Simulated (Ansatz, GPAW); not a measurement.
# STM contrast on a 8-layer slab of Sr(111), part 2 of 4

Wanted: filled- and empty-state images of a 8-layer slab of Sr(111), with its work function.

GPAW 26.7.0 and Ansatz 0.2.0; Ansatz plane waves; slab in vacuum with a dipole correction, relaxation (the session's first sound run).

So far, upper work function (eV): step 2 (relaxing the atoms) 2.67.

## Step 3: Plane waves, PBE

The work function is the vacuum plateau of the electrostatic potential less the Fermi level; a dipole layer lets the two faces have plateaus of their own.

This step: GPAW, PAW setups; slab in vacuum (GPAW 26.7.0).

The input, run.py:

```python
import json
import numpy as np
from ase import Atoms
from ase.dft.stm import STM
from gpaw import GPAW, PW

slab = Atoms(
    ['Sr', 'Sr', 'Sr', 'Sr', 'Sr', 'Sr', 'Sr', 'Sr'],
    positions=[
        [4.29921, 2.48215, 7.00000],
        [0.00000, 0.00000, 10.51029],
        [2.14960, 1.24107, 14.02058],
        [4.29921, 2.48215, 17.53087],
        [-0.00000, -0.00000, 21.00924],
        [2.14960, 1.24107, 24.48537],
        [4.29921, 2.48215, 27.96436],
        [-0.00000, -0.00000, 31.35565]],
    cell=[[4.29921, 0.0, 0.0], [2.1496, 3.72322, 0.0], [0.0, 0.0, 38.57203]],
    pbc=[True, True, False])

slab.calc = GPAW(mode=PW(400), xc='PBE', kpts={'size': (9, 9, 1), 'gamma': True},
                 occupations={'name': 'fermi-dirac', 'width': 0.1}, nbands='140%',
                 convergence={'density': 1e-05}, maxiter=200,
                 poissonsolver={'dipolelayer': 'xy'},
                 symmetry={'tolerance': 1e-3}, txt='slab.txt')
result = {}
energy = slab.get_potential_energy()
fermi = slab.calc.get_fermi_level()
v = slab.calc.get_electrostatic_potential().mean((0, 1)) - fermi
n = slab.calc.get_pseudo_density().mean((0, 1))
L = slab.cell[2, 2]
z = np.arange(len(v)) * L / len(v)
low, high = slab.positions[:, 2].min(), slab.positions[:, 2].max()
below, above = np.interp([low - 4.8, high + 4.8], z, v)
slopes = [np.interp(x, z, np.gradient(v, z)) for x in (low - 4.8, high + 4.8)]
eps = np.array([[slab.calc.get_eigenvalues(k, s) for k in range(len(slab.calc.get_ibz_k_points()))]
                for s in range(slab.calc.get_number_of_spins())]) - fermi
top, bottom = eps[eps < 0].max(), eps[eps > 0].min()
dipole = slab.get_dipole_moment()[2]
print(f'energy {energy:.4f} eV, Fermi level {fermi:.4f} eV, dipole {dipole:.5f} e A')
print(f'potential 4.8 A off the faces, from the Fermi level: lower {below:.4f} eV, upper {above:.4f} eV')
print(f'slope of the potential there: lower {slopes[0]:.5f}, upper {slopes[1]:.5f} eV/A')
print(f'nearest levels on the mesh: {top:.4f} and {bottom:.4f} eV')
print('magnetic moment', round(slab.get_magnetic_moment(), 3))
result.update(energy=energy, fermi=fermi, dipole=dipole, below=below, above=above, slopes=slopes, edges=[top, bottom],
              z=z.tolist(), v=v.tolist(), n=n.tolist(), positions=slab.positions.tolist(),
              forces=slab.get_forces(apply_constraint=False).tolist(), moments=slab.get_magnetic_moments().tolist())

# Images need the states of the whole zone, up to time reversal
slab.calc = slab.calc.fixed_density(symmetry={'point_group': False}, txt='states.txt',
                                    convergence={'bands': 'CBM+0.8'})
stm = STM(slab)
result['stm'] = []
for bias in [-0.5, 0.5]:
    height = high + 4.0
    current = stm.get_averaged_current(bias, height)
    x, y, h = stm.scan(bias, current)
    i, f = divmod(height / L * stm.ldos.shape[2], 1)
    I = abs((1 - f) * stm.ldos[:, :, int(i)] + f * stm.ldos[:, :, int(i) + 1])
    print(f'bias {bias} V: mean current at 4.0 A {current:.4e}, corrugation {np.ptp(h):.4f} A')
    result['stm'].append(dict(bias=bias, current=current, h=(h - high).tolist(), I=I.tolist()))
json.dump(result, open('result.json', 'w'))
```

The run is started by

```bash
> OMP_NUM_THREADS=1 OPENBLAS_NUM_THREADS=1 python run.py
```

The log of the run:

```text
energy -12.6312 eV, Fermi level 1.8294 eV, dipole 0.00303 e A
potential 4.8 A off the faces, from the Fermi level: lower 2.7090 eV, upper 2.6747 eV
slope of the potential there: lower -0.00934, upper 0.00924 eV/A
nearest levels on the mesh: -0.0028 and 0.0200 eV
magnetic moment 0.0
bias -0.5 V: mean current at 4.0 A 4.0986e-05, corrugation 0.0257 A
bias 0.5 V: mean current at 4.0 A 4.4138e-04, corrugation 0.0595 A
```

Elapsed: 12 min, on 1 thread of AMD EPYC 9R14 (Zen 4), shared host; peak memory 1 GiB.

This step gave:

| Property | Result |
| --- | --- |
| dipole along the normal | 0.003026 e·Å |
| levels nearest the Fermi level on the mesh | -0.002817, 0.02002 eV from the Fermi level |
| upper work function | 2.675 eV |
| corrugation -0.5 | 0.02569 Å |
| corrugation 0.5 | 0.05945 Å |

Electrostatic potential energy of an electron (without an applied field's), less the Fermi level, planar mean against z:

| z (Å) | electrostatic potential energy of an electron (without an applied field's), less the Fermi level, planar mean (eV) |
| --- | --- |
| 0 | 2.70 |
| 1 | 2.71 |
| 2 | 2.71 |
| 3 | 2.69 |
| 4 | 2.58 |
| 5 | 1.92 |
| 6 | -1.23 |
| 7 | -12.8 |
| 8 | -0.723 |
| 9 | 1.45 |
| 10 | -6.35 |
| 11 | -6.64 |
| 12 | 1.40 |
| 13 | -0.515 |
| 14 | -12.7 |
| 15 | -0.778 |
| 16 | 1.48 |
| 17 | -6.02 |
| 18 | -6.97 |
| 19 | 1.31 |
| 20 | -0.579 |
| 21 | -12.7 |
| 22 | -0.733 |
| 23 | 1.37 |
| 24 | -6.76 |
| 25 | -6.22 |
| 26 | 1.39 |
| 27 | -0.888 |
| 28 | -12.6 |
| 29 | -0.399 |
| 30 | 0.991 |
| 31 | -8.90 |
| 32 | -4.65 |
| 33 | 1.25 |
| 34 | 2.42 |
| 35 | 2.64 |
| 36 | 2.67 |
| 37 | 2.68 |
| 38 | 2.68 |

The pseudo valence density, planar mean oscillates, so the rows of the table below give means over windows of 3.43 Å about each position, cut where the curve ends. Its maxima inside the range that stand out by 2 % of the span (Å: e/Å³): 7.1: 0.477, 10.5: 0.481, 13.9: 0.469, 17.6: 0.479, 21.0: 0.481, 24.4: 0.477, 27.9: 0.466, 31.3: 0.478. Its minima: 8.8: 0.0410, 12.2: 0.0411, 15.9: 0.0413, 19.3: 0.0420, 22.7: 0.0420, 26.1: 0.0417, 29.6: 0.0443.

Table of pseudo valence density, planar mean by z; means over each step:

| z (Å) | pseudo valence density, planar mean (e/Å³) |
| --- | --- |
| 1.72 | 1.5e-4 |
| 5.15 | 0.0715 |
| 8.58 | 0.173 |
| 12.01 | 0.173 |
| 15.44 | 0.174 |
| 18.87 | 0.178 |
| 22.30 | 0.178 |
| 25.73 | 0.178 |
| 29.16 | 0.185 |
| 32.59 | 0.146 |
| 36.02 | 4.4e-4 |

Tip height over the top atom over a1 and a2. Sample bias -0.5 V, constant current at the mean current 4.0 Å over the top atom.

Ten even steps from '_' (3.986 Å) to '@' (4.011 Å):
```
________..--==++**##%%%%##**++==--..____
________..--==++**%%%%%%%%%%**++==--..__
________..--==++**%%%%%%%%%%%%**++==--..
::......::--==++**##%%%%@@%%%%##**++==--
------------==++**##%%%%@@@@%%%%##**++==
====------====++**%%%%%%@@@@@@%%%%%%**++
**++++====++++****%%%%%%@@@@@@@@%%%%%%**
******************##%%%%@@@@@@@@@@%%%%##
########****########%%%%%%%%%%%%%%%%%%%%
######################%%%%%%%%%%%%%%%%%%
##########################%%%%####%%%%##
**########%%%%%%########****************
****######%%%%%%%%######****++++++++++++
==++**######%%%%%%######**++============
--==++****####%%%%####****++==----------
::----==****##########****==----::......
__..----==**############**==----..______
____..----++**##########**++----..______
______..--==++**########**++==--..______
________::--==****######****==--::______
```
Columns: a1 from 0 to 0.95; rows upwards: a2 from 0 to 0.95.

Local density of states summed over the bias window over a1 and a2. Sample bias -0.5 V, constant height 4.0 Å over the top atom.

Ten even steps from '0' (3.97 × 1e-5 arbitrary) to '9' (4.17 × 1e-5 arbitrary):
```
00002356788887653200
00002346788888764320
10012346788888876432
22222346788999887643
43333456788999988765
54444456788999998876
66555566788999999887
77766677788899999888
77777777778889999888
87777777778888888888
77778778777788888888
77778888877777777777
67778888887776666666
56777788877776554445
44567778877765443333
23456778887765432222
12345677777765432100
00234577777775432000
00023467777776432000
00012456778776542100
```
Columns: a1 from 0 to 0.95; rows upwards: a2 from 0 to 0.95.

Tip height over the top atom over a1 and a2. Sample bias 0.5 V, constant current at the mean current 4.0 Å over the top atom.

Values in Å, 12 rows by 16 columns, each cell a mean:
```
3.981 3.981 3.984 3.989 3.995 4.002 4.008 4.014 4.017 4.017 4.014 4.009 4.001 3.995 3.989 3.984
3.985 3.983 3.984 3.989 3.996 4.003 4.012 4.020 4.026 4.028 4.026 4.022 4.014 4.005 3.997 3.991
3.991 3.987 3.987 3.989 3.995 4.003 4.013 4.022 4.030 4.034 4.035 4.033 4.025 4.017 4.008 3.998
3.998 3.992 3.989 3.989 3.993 3.999 4.008 4.019 4.029 4.035 4.039 4.039 4.034 4.028 4.018 4.008
4.003 3.996 3.991 3.989 3.991 3.995 4.002 4.011 4.022 4.030 4.035 4.037 4.036 4.031 4.023 4.014
4.006 3.999 3.993 3.990 3.989 3.991 3.996 4.002 4.012 4.020 4.027 4.030 4.031 4.029 4.024 4.016
4.005 3.999 3.994 3.989 3.987 3.987 3.989 3.994 4.000 4.006 4.012 4.018 4.020 4.020 4.017 4.012
4.000 3.997 3.993 3.989 3.986 3.986 3.986 3.988 3.993 3.996 4.000 4.004 4.007 4.008 4.007 4.005
3.995 3.993 3.991 3.989 3.987 3.986 3.986 3.987 3.989 3.990 3.992 3.995 3.996 3.997 3.997 3.996
3.987 3.988 3.989 3.989 3.989 3.990 3.990 3.990 3.990 3.990 3.989 3.989 3.988 3.988 3.988 3.988
3.983 3.984 3.987 3.989 3.992 3.994 3.996 3.996 3.996 3.994 3.992 3.990 3.988 3.985 3.983 3.982
3.981 3.982 3.984 3.988 3.994 3.998 4.001 4.004 4.005 4.003 4.000 3.997 3.991 3.986 3.983 3.981
```
Columns: a1 from 0 to 0.95; rows upwards: a2 from 0 to 0.95.

Local density of states summed over the bias window over a1 and a2. Sample bias 0.5 V, constant height 4.0 Å over the top atom.

Ten even steps from '0' (4.28 × 1e-4 arbitrary) to '9' (4.64 × 1e-4 arbitrary):
```
00001234555555432100
00001234566766543210
00001234677887764321
11011234678888876432
21111234678999987643
32111234578999998754
32111123567899998765
43211123456889998865
43211112345788998875
43221112234567888765
43221111223456777765
43221101122345566655
33221100112233444444
32211100011122333333
22111111111111222222
11111111111111111111
01111112222111111000
00011122222221110000
00011223333332211000
00001233444443321000
```
Columns: a1 from 0 to 0.95; rows upwards: a2 from 0 to 0.95.

Force by atom:

| atom | x (eV/Å) | y (eV/Å) | z (eV/Å) | size |
| --- | --- | --- | --- | --- |
| Sr1 | 0.0000 | 0.0000 | 0.0702 | 0.0702 |
| Sr2 | 0.0000 | 0.0000 | -0.0516 | 0.0516 |
| Sr3 | 0.0000 | 0.0000 | -0.0022 | 0.0022 |
| Sr4 | 0.0000 | 0.0000 | -0.0231 | 0.0231 |
| Sr5 | 0.0000 | 0.0000 | -0.0011 | 0.0011 |
| Sr6 | 0.0000 | 0.0000 | 0.0037 | 0.0037 |
| Sr7 | 0.0000 | 0.0000 | -0.0106 | 0.0106 |
| Sr8 | 0.0000 | 0.0000 | 0.0148 | 0.0148 |

The potential is flat to 0.009 eV/Å where it is read, so the vacuum is wide enough. The geometry is the other program's minimum; here the largest force on a free atom is 0.015 eV/Å.

(Part 2 of 4 ends here.)

[Logs are printed without paths, hosts, clocks, repeated set-up lines and the standing remarks that a program may print on its own settings, such as how far it seeks lower states.]

[Hosts, paths, dates, database ids (printed as entryN), source tags and the programs' standing remarks are cut or masked in the printed files.]
